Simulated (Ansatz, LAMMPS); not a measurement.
## Which site? F in place of O in In2O3 with crystalline order left by the classical run (100 atoms)

Aim: make F in place of O at several sites of In2O3 with crystalline order left by the classical run (100 atoms), relax each, and compare their energies.

Program: Ansatz 0.2.0. Level of theory: Kohn-Sham DFT, revPBE, PAW (set soft_1), plane waves. Results are calculated unless marked as measured.

## 1. The starting structure

The cell holds 100 atoms: 40 In and 60 O. Cell: a = 11.178 Å, b = 11.178 Å, c = 11.178 Å, α = 90.0°, β = 90.0°, γ = 90.0°. 100 atoms (40 Sc, 60 O) placed at random at 3.63 g/cm³, melted at 5000 K for 10 ps at fixed volume with the Morse and Coulomb pair potential with partial charges (Pedone, Malavasi, Menziani, Cormack and Segre, J. Phys. Chem. B 110, 11780 (2006)). Quenched from 5000 K to 300 K at 20 K/ps and fixed volume, held 10 ps at zero pressure, then minimised at fixed cell. Then Sc was replaced by In and the cell scaled by 1.038 (the potential has no terms for the new elements, so the cell is a start for a DFT relaxation).

Limits known from the start: The quench rate of 20 K/ps far exceeds what a furnace or splat quench reaches, so expect more defects and frozen-in strain than in a real sample. The network of bonds at the start is that of the classical potential that made the cell, and needn't be the one that DFT or experiment would give. The Brillouin zone is sampled at Γ only, in a cell whose shortest periodic width is 11 Å.

## 2. Single point at the start

A single point comes first, to see the forces before anything moves.

input.yaml reads:

```yaml
crystal:
  lattice:
    - [11.17777, 0.0, 0.0]
    - [0.0, 11.17777, 0.0]
    - [0.0, 0.0, 11.17777]
  atoms:
    - { symbol: In, position: [0.58722, 0.1405, 0.59216] }
    - { symbol: In, position: [0.8119, 0.35746, 0.38241] }
    - { symbol: In, position: [0.23211, 0.89846, 0.1877] }
    - { symbol: In, position: [0.12691, 0.85973, 0.57679] }
    - { symbol: In, position: [0.96797, 0.61501, 0.57772] }
    - { symbol: In, position: [0.04431, 0.84665, 0.86884] }
    - { symbol: In, position: [0.21508, 0.3595, 0.24512] }
    - { symbol: In, position: [0.49051, 0.39373, 0.63877] }
    - { symbol: In, position: [0.53914, 0.40549, 0.36085] }
    - { symbol: In, position: [0.98931, 0.11209, 0.36248] }
    - { symbol: In, position: [0.71712, 0.64398, 0.24897] }
    - { symbol: In, position: [0.83088, 0.86417, 0.42042] }
    - { symbol: In, position: [0.33175, 0.88088, 0.86384] }
    - { symbol: In, position: [0.0634, 0.35458, 0.53526] }
    - { symbol: In, position: [0.80627, 0.62063, 0.98444] }
    - { symbol: In, position: [0.48692, 0.13664, 0.87661] }
    - { symbol: In, position: [0.74884, 0.85584, 0.71243] }
    - { symbol: In, position: [0.29259, 0.62474, 0.48643] }
    - { symbol: In, position: [0.56778, 0.63435, 0.81152] }
    - { symbol: In, position: [0.05802, 0.61187, 0.29798] }
    - { symbol: In, position: [0.41871, 0.1545, 0.15171] }
    - { symbol: In, position: [0.57563, 0.8817, 0.03695] }
    - { symbol: In, position: [0.25604, 0.12617, 0.69013] }
    - { symbol: In, position: [0.01636, 0.34585, 0.81263] }
    - { symbol: In, position: [0.37201, 0.63168, 0.19891] }
    - { symbol: In, position: [0.50284, 0.90762, 0.31451] }
    - { symbol: In, position: [0.75787, 0.40536, 0.78352] }
    - { symbol: In, position: [0.1374, 0.59926, 0.02324] }
    - { symbol: In, position: [0.33933, 0.38915, 0.9287] }
    - { symbol: In, position: [0.63305, 0.39329, 0.08791] }
    - { symbol: In, position: [0.74774, 0.13028, 0.1904] }
    - { symbol: In, position: [0.23121, 0.602, 0.75435] }
    - { symbol: In, position: [0.32296, 0.14373, 0.42289] }
    - { symbol: In, position: [0.1773, 0.11517, 0.97176] }
    - { symbol: In, position: [0.96118, 0.86876, 0.14246] }
    - { symbol: In, position: [0.81381, 0.10097, 0.91765] }
    - { symbol: In, position: [0.92451, 0.35355, 0.08272] }
    - { symbol: In, position: [0.63893, 0.64301, 0.52627] }
    - { symbol: In, position: [0.90428, 0.10526, 0.64418] }
    - { symbol: In, position: [0.42179, 0.88356, 0.58009] }
    - { symbol: O, position: [0.21336, 0.73011, 0.89828] }
    - { symbol: O, position: [0.7292, 0.02138, 0.62168] }
    - { symbol: O, position: [0.90883, 0.23316, 0.49675] }
    - { symbol: O, position: [0.9742, 0.48486, 0.41939] }
    - { symbol: O, position: [0.97621, 0.96766, 0.52755] }
    - { symbol: O, position: [0.89612, 0.45743, 0.91757] }
    - { symbol: O, position: [0.48571, 0.28053, 0.01942] }
    - { symbol: O, position: [0.33925, 0.02789, 0.27224] }
    - { symbol: O, position: [0.46306, 0.52803, 0.49754] }
    - { symbol: O, position: [0.64437, 0.51571, 0.6752] }
    - { symbol: O, position: [0.93503, 0.45115, 0.66927] }
    - { symbol: O, position: [0.42151, 0.00869, 0.73441] }
    - { symbol: O, position: [0.17543, 0.97947, 0.79581] }
    - { symbol: O, position: [0.79656, 0.50184, 0.14314] }
    - { symbol: O, position: [0.84915, 0.00532, 0.0781] }
    - { symbol: O, position: [0.84158, 0.23115, 0.77519] }
    - { symbol: O, position: [0.42596, 0.8112, 0.16174] }
    - { symbol: O, position: [0.49871, 0.02392, 0.47054] }
    - { symbol: O, position: [0.18472, 0.50181, 0.59609] }
    - { symbol: O, position: [0.1047, 0.70778, 0.46117] }
    - { symbol: O, position: [0.97304, 0.72183, 0.00648] }
    - { symbol: O, position: [0.75868, 0.24981, 0.03152] }
    - { symbol: O, position: [0.63606, 0.02035, 0.9108] }
    - { symbol: O, position: [0.91284, 0.24949, 0.24386] }
    - { symbol: O, position: [0.39668, 0.28443, 0.30347] }
    - { symbol: O, position: [0.70056, 0.748, 0.09197] }
    - { symbol: O, position: [0.25718, 0.52902, 0.32477] }
    - { symbol: O, position: [0.11676, 0.94149, 0.03309] }
    - { symbol: O, position: [0.29399, 0.75214, 0.64581] }
    - { symbol: O, position: [0.31234, 0.51636, 0.06329] }
    - { symbol: O, position: [0.17567, 0.71645, 0.18007] }
    - { symbol: O, position: [0.15119, 0.24257, 0.39333] }
    - { symbol: O, position: [0.81246, 0.02843, 0.33598] }
    - { symbol: O, position: [0.57082, 0.77688, 0.64469] }
    - { symbol: O, position: [0.04426, 0.73734, 0.70777] }
    - { symbol: O, position: [0.53833, 0.53341, 0.21291] }
    - { symbol: O, position: [0.06766, 0.4699, 0.15579] }
    - { symbol: O, position: [0.74767, 0.71308, 0.83044] }
    [... 16 atom lines left out ...]
    - { symbol: O, position: [0.61617, 0.30487, 0.50591] }
    - { symbol: O, position: [0.2414, 0.22976, 0.11059] }
    - { symbol: O, position: [0.89891, 0.96401, 0.80184] }
    - { symbol: O, position: [0.08975, 0.22326, 0.67744] }
    - { symbol: O, position: [0.48441, 0.7788, 0.90172] }
    - { symbol: O, position: [0.64556, 0.49858, 0.92873] }
kpoints:
  mp_grid: { grid: [1, 1, 1] }
hamiltonian:
  xc: revpbe
  pseudopotentials: { kind: paw, azcp: { folder: soft_1 } }
scf:
  occupations: { method: gaussian, width: 0.025 }
output:
  forces: true
```

Run with:

```
> ansatz run input.yaml --threads 4 --pin off --max-ram 8192MiB --backend cpu --events-out ev --progress --plain --runs-dir out
```

Numbers of over 12 decimals in the logs are rounded to 6 here.

Log:

```text
[...]
Pseudopotentials: kind: paw
Pseudopotential: In, paw, valence charge 13, recommended cutoff 420 eV (normal), soft_1/In.paw.azcp
Pseudopotential: O, paw, valence charge 6, recommended cutoff 420 eV (normal), soft_1/O.paw.azcp
[... 5 lines on functional and potentials left out ...]
Crystal: 100 atoms, lattice volume = 1396.579 Å³
Basis set: ecut = 420 eV, 27201 PW (Γ), exchange–correlation on 150×150×150 points (8 copies of the dense FFT grid, shifted against one another)
Bands: 540, of which v1, the nominal top of the filled ones, is band 440 counted from 1 (439 counted from 0)
Symmetry: 1 space group operations
Space group: P1 (ITA 1), of the structure as read, at distance tolerance 1.1e-4 Å
k-points: 1
[... 7 lines on functional and potentials left out ...]
Initial density: superposition of atomic densities (chi_scale 0.1, normalization cell, long waves kept (reshape's long-wave potential 0.08 eV rms))
Initial wavefunctions: pseudopotential atomic-orbital guess
[...]
SCF iter   1: F=—  HF=-258282.146951 eV  |F-HF|=—  |Δ(HF+E_count)|=         —  Δρ=6.46e-2  dr2=4.29e1  ethr=3.10e-3  ⟨swp⟩=6.0  Hψ=1990  notcnv=0  defer=1
preconditioner: auto → Resta (q_TF=auto, 2.526 Å⁻¹)  ε∞=4.3  [insulator: Δε(μ)=0.599 eV  Ē_g=16.237 eV  σ=0.025 eV  W_gap=1.00  n_scr=388 (ndim 8)  ℏωp=29.5 eV  f_vac=0.012  D(μ)=0.00/eV (n_scr^D=0)  ε∞_Penn≈4.3]
SCF iter   2: F=—  HF=-258273.745887 eV  |F-HF|=—  |Δ(HF+E_count)|=    8.40e0  Δρ=3.27e-2  dr2=1.07e1  ethr=3.10e-3  ⟨swp⟩=3.0  Hψ=1053  notcnv=0  defer=93
SCF iter   3: F=—  HF=-258272.154962 eV  |F-HF|=—  |Δ(HF+E_count)|=    1.59e0  Δρ=1.28e-2  dr2=2.40e0  ethr=1.21e-3  ⟨swp⟩=3.0  Hψ=888  notcnv=0  defer=63
automatic band count: iteration 3 solves 510 bands in place of 540: the levels show a gap, and the empty bands left out lie too high to hold charge; the band table lists the bands solved (type scf.n_extra_bands for more)
SCF iter   4: F=—  HF=-258271.922703 eV  |F-HF|=—  |Δ(HF+E_count)|=   2.32e-1  Δρ=4.79e-3  dr2=3.12e-1  ethr=2.72e-4  ⟨swp⟩=2.0  Hψ=984  notcnv=0  defer=63
SCF iter   5: F=—  HF=-258272.015022 eV  |F-HF|=—  |Δ(HF+E_count)|=   9.23e-2  Δρ=1.98e-3  dr2=4.99e-2  ethr=3.54e-5  ⟨swp⟩=2.0  Hψ=873  notcnv=0  defer=63
[...]
SCF iter  12: F=—  HF=-258272.069865 eV  |F-HF|=—  |Δ(HF+E_count)|=   4.75e-6  Δρ=1.14e-5  dr2=1.66e-6  ethr=2.03e-10  ⟨swp⟩=2.0  Hψ=887  notcnv=0  defer=63
SCF iter  13: F=-258272.069865 eV  HF=-258272.069865 eV  |F-HF|=9.98e-8  |Δ(HF+E_count)|=   2.20e-7  Δρ=1.98e-6  dr2=6.80e-8  ethr=1.14e-11  ⟨swp⟩=3.0  Hψ=1816  notcnv=0
SCF 1 converged in 13 iterations: F = -258272.069865 eV  dr2 = 6.80e-8
[...]
SCF converged after 13 iterations
Free energy (F): -258272.069865 eV
Harris-Foulkes:  -258272.069865 eV  (|F-HF|=9.98e-8)
Internal energy: -258272.069865 eV  (E = F + TS)
E sigma→0 (E₀):  -258272.069865 eV
Fermi energy:    8.329483 eV
--- Per-component energies (eV) ---
[...]
Σ components = -258272.069865   (vs F -258272.069865, Δ=0.00e0)
--- Forces (eV/Å), atoms counted from 1 ---
  atom   1  In    -0.27939685    -0.11843063    -0.05218427
  atom   2  In     0.09193397    -0.00890175    -0.16595508
  atom   3  In     0.07983983     0.26557870     0.07835573
  atom   4  In     0.04463176     0.07586038     0.15595949
[...]
atom 100  O      0.23340006    -0.13833223    -0.35965462
  max |Σ_I F_I| component: 2.57e-5 eV/Å
```

The job ended after 12 s (4 threads of Intel Xeon 6975P-C (Granite Rapids), shared host; peak memory 2.1 GiB).

The r.m.s. force at the start is 0.23 eV/Å.

## 3. Relaxation

With the cell held, the atoms are moved downhill towards a nearby minimum.

input.yaml reads:

```yaml
crystal:
  lattice:
    - [11.17777, 0.0, 0.0]
    - [0.0, 11.17777, 0.0]
    - [0.0, 0.0, 11.17777]
  atoms:
    [... the 100 atom lines of step 2 ...]
kpoints:
  mp_grid: { grid: [1, 1, 1] }
hamiltonian:
  xc: revpbe
  pseudopotentials: { kind: paw, azcp: { folder: soft_1 } }
scf:
  occupations: { method: gaussian, width: 0.025 }
output:
  forces: true
relax:
  f_tol: 0.05
  max_steps: 120
```

Log:

```text
[...]
Crystal: 100 atoms, lattice volume = 1396.579 Å³
Basis set: ecut = 420 eV, 27201 PW (Γ), exchange–correlation on 150×150×150 points (8 copies of the dense FFT grid, shifted against one another)
Bands: 540, of which v1, the nominal top of the filled ones, is band 440 counted from 1 (439 counted from 0)
Symmetry: 1 space group operations
[...]
k-points: 1
[...]
SCF iter   1: F=—  HF=-258282.146951 eV  |F-HF|=—  |Δ(HF+E_count)|=         —  Δρ=6.46e-2  dr2=4.29e1  ethr=3.10e-3  ⟨swp⟩=6.0  Hψ=1990  notcnv=0  defer=1
[...]
SCF iter  11: F=-258272.069864 eV  HF=-258272.069860 eV  |F-HF|=3.94e-6  |Δ(HF+E_count)|=   1.25e-5  Δρ=1.00e-5  dr2=1.78e-6  ethr=3.16e-9  ⟨swp⟩=1.0  Hψ=1393  notcnv=0
SCF 1 converged in 11 iterations: F = -258272.069864 eV  dr2 = 1.78e-6
[...]
relax step   1: F+E_penalty+E_count = -258272.06986397 eV  Δ(F+E_penalty+E_count) = +0.000e0 eV  max|allowed force component| = 9.530e-1 eV/Å  Δτ_max = 0.0000 Å  (11 SCF iters, dr2 threshold 6.25e-5 eV, accepted)
[...]
relax step   2: F+E_penalty+E_count = -258272.59104496 eV  Δ(F+E_penalty+E_count) = -5.212e-1 eV  max|allowed force component| = 4.846e-1 eV/Å  Δτ_max = 0.1199 Å  (8 SCF iters, dr2 threshold 5.68e-5 eV, accepted)
[...]
relax step   3: F+E_penalty+E_count = -258272.97057540 eV  Δ(F+E_penalty+E_count) = -3.795e-1 eV  max|allowed force component| = 1.423e-1 eV/Å  Δτ_max = 0.2000 Å  (8 SCF iters, dr2 threshold 1.47e-5 eV, accepted)
relax step   4: F+E_penalty+E_count = -258273.03914129 eV  Δ(F+E_penalty+E_count) = -6.857e-2 eV  max|allowed force component| = 6.385e-2 eV/Å  Δτ_max = 0.2000 Å  (11 SCF iters, accepted)
relax step   5: F+E_penalty+E_count = -258273.05205149 eV  Δ(F+E_penalty+E_count) = -1.291e-2 eV  max|allowed force component| = 3.543e-2 eV/Å  Δτ_max = 0.1317 Å  (11 SCF iters, accepted)
relax step   6: F+E_penalty+E_count = -258273.05173603 eV  Δ(F+E_penalty+E_count) = +3.155e-4 eV  max|allowed force component| = 9.820e-2 eV/Å  Δτ_max = 0.1390 Å  (11 SCF iters, rejected (line search))
relax step   7: F+E_penalty+E_count = -258273.05838037 eV  Δ(F+E_penalty+E_count) = -6.329e-3 eV  max|allowed force component| = 4.090e-2 eV/Å  Δτ_max = 0.0691 Å  (10 SCF iters, accepted)
relax step   8: F+E_penalty+E_count = -258273.06108888 eV  Δ(F+E_penalty+E_count) = -2.709e-3 eV  max|allowed force component| = 8.678e-2 eV/Å  Δτ_max = 0.0983 Å  (10 SCF iters, accepted)
relax step   9: F+E_penalty+E_count = -258273.07095531 eV  Δ(F+E_penalty+E_count) = -9.866e-3 eV  max|allowed force component| = 2.228e-2 eV/Å  Δτ_max = 0.0747 Å  (7 SCF iters, dr2 threshold 7.53e-6 eV, accepted)
[...]
relax step  10: F+E_penalty+E_count = -258273.07095631 eV  Δ(F+E_penalty+E_count) = -9.977e-7 eV  max|allowed force component| = 2.226e-2 eV/Å  Δτ_max = 0.0000 Å  (5 SCF iters, accepted)
SCF converged after 5 iterations
Free energy (F): -258273.070956 eV
[...]
Internal energy: -258273.070956 eV  (E = F + TS)
E sigma→0 (E₀):  -258273.070956 eV
Fermi energy:    8.333456 eV
[...]
--- Forces (eV/Å), atoms counted from 1 ---
  atom   1  In    -0.00866648    -0.00999413    -0.00498180
  atom   2  In    -0.01003476    -0.00155985     0.00379589
  atom   3  In     0.00489277     0.00280036    -0.00485225
  atom   4  In    -0.00064058     0.00788997     0.00369585
  atom   5  In     0.00592694     0.00815198     0.00937466
  atom   6  In    -0.00609699     0.00526095     0.00565704
  atom   7  In     0.00546233    -0.00467926    -0.00185829
  atom   8  In     0.01272700     0.00420736    -0.00776823
  atom   9  In    -0.00506153    -0.00280524    -0.00857617
  atom  10  In    -0.00654303     0.00224889     0.00791426
  atom  11  In     0.00258745    -0.00840169    -0.00090575
  atom  12  In     0.00737461     0.00303471    -0.00723206
  atom  13  In     0.00371962     0.01153193    -0.01515692
  atom  14  In     0.00490483    -0.00498164     0.00517660
[...]
atom  99  O     -0.00179390    -0.01126421     0.00673276
  atom 100  O     -0.00710523     0.00139938     0.00561979
  max |Σ_I F_I| component: 7.55e-5 eV/Å
--- Relaxed structure (10 steps of the walk, 9 accepted, 0 SCFs on fresh bases) ---
  F+E_penalty+E_count = -258273.07095631 eV   max|allowed force component| = 2.226e-2 eV/Å
  atoms:
    - { symbol: In, position: [0.591521, 0.144910, 0.577093] }
    - { symbol: In, position: [0.807660, 0.354513, 0.390647] }
    - { symbol: In, position: [0.226218, 0.895477, 0.186347] }
    - { symbol: In, position: [0.126468, 0.857804, 0.575199] }
[...]
- { symbol: O, position: [0.648372, 0.498820, 0.924954] }
```

Wall time 84 s (4 threads); peak memory 2.2 GiB.

The relaxation converged after 10 steps, 1.00 eV below its start, with a largest force component of 0.022 eV/Å.

## 4. Single point at the relaxed geometry

One more single point at the end of the walk gives the fuller output and checks the residual forces.

input.yaml reads:

```yaml
crystal:
  lattice:
    - [11.17777, 0.0, 0.0]
    - [0.0, 11.17777, 0.0]
    - [0.0, 0.0, 11.17777]
  atoms:
    - { symbol: In, position: [0.59152, 0.14491, 0.57709] }
    - { symbol: In, position: [0.80766, 0.35451, 0.39065] }
    - { symbol: In, position: [0.22622, 0.89548, 0.18635] }
    - { symbol: In, position: [0.12647, 0.8578, 0.5752] }
    - { symbol: In, position: [0.96015, 0.61469, 0.58652] }
    - { symbol: In, position: [0.04667, 0.84827, 0.8699] }
    [... 88 atom lines left out ...]
    - { symbol: O, position: [0.64, 0.30691, 0.49827] }
    - { symbol: O, position: [0.24891, 0.24493, 0.09129] }
    - { symbol: O, position: [0.90352, 0.96784, 0.7961] }
    - { symbol: O, position: [0.09128, 0.2218, 0.67509] }
    - { symbol: O, position: [0.49399, 0.78685, 0.91855] }
    - { symbol: O, position: [0.64837, 0.49882, 0.92495] }
kpoints:
  mp_grid: { grid: [1, 1, 1] }
hamiltonian:
  xc: revpbe
  pseudopotentials: { kind: paw, azcp: { folder: soft_1 } }
scf:
  occupations: { method: gaussian, width: 0.025 }
output:
  forces: true
  stress: true
  populations: intrinsic
  dos:
    method: { smearing: { sigma: 0.08 } }
    de: 0.1
    projected: { site_lists: { In: [In], O: [O] } }
  eigenvalues: true
  write_density: true
  write_potential: true
  volumetric_format: npy
```

Log:

```text
[...]
Crystal: 100 atoms, lattice volume = 1396.579 Å³
Basis set: ecut = 420 eV, 27201 PW (Γ), exchange–correlation on 150×150×150 points (8 copies of the dense FFT grid, shifted against one another)
Bands: 540, of which v1, the nominal top of the filled ones, is band 440 counted from 1 (439 counted from 0)
Symmetry: 1 space group operations
[...]
k-points: 1
[...]
SCF iter   1: F=—  HF=-258283.155122 eV  |F-HF|=—  |Δ(HF+E_count)|=         —  Δρ=6.43e-2  dr2=4.27e1  ethr=3.10e-3  ⟨swp⟩=6.0  Hψ=1988  notcnv=0  defer=1
[...]
SCF iter  15: F=-258273.070958 eV  HF=-258273.070958 eV  |F-HF|=6.98e-9  |Δ(HF+E_count)|=   1.56e-8  Δρ=6.15e-7  dr2=6.02e-9  ethr=1.14e-11  ⟨swp⟩=5.0  Hψ=3164  notcnv=0
SCF 1 converged in 15 iterations: F = -258273.070958 eV  dr2 = 6.02e-9
[...]
SCF converged after 15 iterations
Free energy (F): -258273.070958 eV
[...]
Internal energy: -258273.070958 eV  (E = F + TS)
E sigma→0 (E₀):  -258273.070958 eV
Fermi energy:    8.333460 eV
[...]
--- Forces (eV/Å), atoms counted from 1 ---
  atom   1  In    -0.00889892    -0.01010182    -0.00456221
  atom   2  In    -0.01012231    -0.00095652     0.00366644
  atom   3  In     0.00488135     0.00204928    -0.00503525
  atom   4  In    -0.00031465     0.00835385     0.00340820
  atom   5  In     0.00627689     0.00813208     0.00902783
  atom   6  In    -0.00626606     0.00581614     0.00652488
  atom   7  In     0.00585228    -0.00382299    -0.00089531
  atom   8  In     0.01275536     0.00430888    -0.00735278
  atom   9  In    -0.00502181    -0.00287447    -0.00877324
  atom  10  In    -0.00681329     0.00311442     0.00829405
  atom  11  In     0.00266167    -0.00860569     0.00070947
  atom  12  In     0.00703710     0.00200560    -0.00724426
  atom  13  In     0.00360849     0.01108904    -0.01505889
  atom  14  In     0.00476790    -0.00458635     0.00506740
[...]
atom  99  O     -0.00158386    -0.01091747     0.00692875
  atom 100  O     -0.00677594     0.00124475     0.00642995
  max |Σ_I F_I| component: 6.34e-6 eV/Å
--- Stress (GPa, compression-positive) ---
       -0.273329      -0.112881      -0.499142
       -0.112881      -6.911213      -0.838500
       -0.499142      -0.838500       4.849037
  P = ⅓ Tr σ = -0.7785 GPa (-7.785 kbar)
--- Band table (eV) ---
[...]
--- intrinsic populations: 100 sites ---
  site symbol       q [e]
     0     In     11.8381
     1     In     11.8148
     2     In     11.8214
[...]
99      O      6.7766
  spilling = -0.000000 (of n_electrons = 880.000000)
```

Wall time 19 s (4 threads); peak memory 2.2 GiB; 74 s of CPU time.

Numbers from this run:

```
free energy                                      : -258273.0710 eV
free energy per atom                             : -2582.7307 eV/atom
SCF cycles                                       : 15
pressure                                         : -0.7785 GPa
r.m.s. force component                           : 0.00584 eV/Å
longest force                                    : 0.02761 eV/Å
Fermi energy                                     : 8.333 eV
gap (highest filled to lowest empty level) : 0.3774 eV
```

[end of part 1 of 2]

[Logs are printed without paths, hosts, clocks, repeated set-up lines and the standing remarks that a program may print on its own settings, such as how far it seeks lower states.]

[Hosts, paths, dates, database ids (printed as entryN), source tags and the programs' standing remarks are cut or masked in the printed files.]
